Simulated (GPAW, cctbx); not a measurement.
# CoReS4: what bonding does to one electron reflection, worked out

CoReS4, Cmmm (no. 65), a = 7.4400 Å, b = 7.6314 Å, c = 3.5496 Å, α = 90.00°, β = 90.00°, γ = 90.00°.

| atom | mult. | x | y | z |
| --- | --- | --- | --- | --- |
| Re1 | 2 | 1/2 | 0 | 1/2 |
| Co1 | 2 | 0 | 0 | 0 |
| S1 | 4 | 0.8122 | 0 | 1/2 |
| S2 | 4 | 1/2 | 0.2039 | 0 |

The cell comes from substitution in a known structure type and wasn't matched to any measured phase.

A DFT run (GPAW, PBE, 450 eV, 5×4×4 k-points (along the axes of the calculation cell), Fermi–Dirac width 0.05 eV, spin-polarised) gives the static X-ray structure factor of 110 as 86.849 e for the conventional cell; superposed free atoms give 87.023 e. **Problem.** Find the Fourier component V of the crystal potential and the two-beam extinction distance at 300 kV in both cases.

## Step 1: Geometry

The cell volume is Ω = 201.54 Å³ and d(110) = 5.3273 Å, so g = 1/d = 0.1877 Å⁻¹.

## Step 2: The nuclei

Electrons feel nuclei as well as electrons, so the nuclear charges are summed with the same phases.

Phase sums Σ exp(2πi h·x), turned so that the total is real and positive: Re +2.000, Co -2.000, S -0.380. Then F_Z = 75 × (+2.000) + 27 × (-2.000) + 16 × (-0.380) = 89.92 e. The electron term has the same sign for this reflection.

## Step 3: Mott–Bethe

Poisson's equation, term by term, gives V = (e/4πε₀)(F_Z − F)/(πΩg²), with e/4πε₀ = 14.3996 V Å.

The prefactor is 14.3996 × 5.3273²/(π × 201.54) = 0.64544 V per electron. Free atoms: (89.92 − 87.023) × 0.64544 = 1.872 V. Crystal: (89.92 − 86.849) × 0.64544 = 1.984 V. F changes by -0.20 % and V by +6.0 %: the same 0.17 e is measured against F_Z − F = 2.9 e in place of F = 87.0 e.

## Step 4: Extinction distance

In the two-beam case ξ = 1/(λU) with U = 2γm₀eV/h², that is ξ = 150.41 V Å²/(γλV).

At 300 kV, λ = 0.01969 Å and γ = 1.5871. Free atoms: ξ = 2572 Å. Crystal: ξ = 2426 Å. The thickness fringes go as sin²(πt/ξ), so the two patterns slip by a quarter of a period when t|1/ξ₁ − 1/ξ₀| = 1/4, at t ≈ 1072 nm, thicker than usual samples. Thermal motion, absorption and many-beam coupling, left out here, change a real pattern.

## Step 5: Answer

V(110) is 1.98 V against 1.87 V, and ξ is 2426 against 2572 Å. Limits: static atoms, two beams; a ferromagnetic start is the only order tried, and the real ground state may be antiferromagnetic or insulating; no Hubbard U on Co.
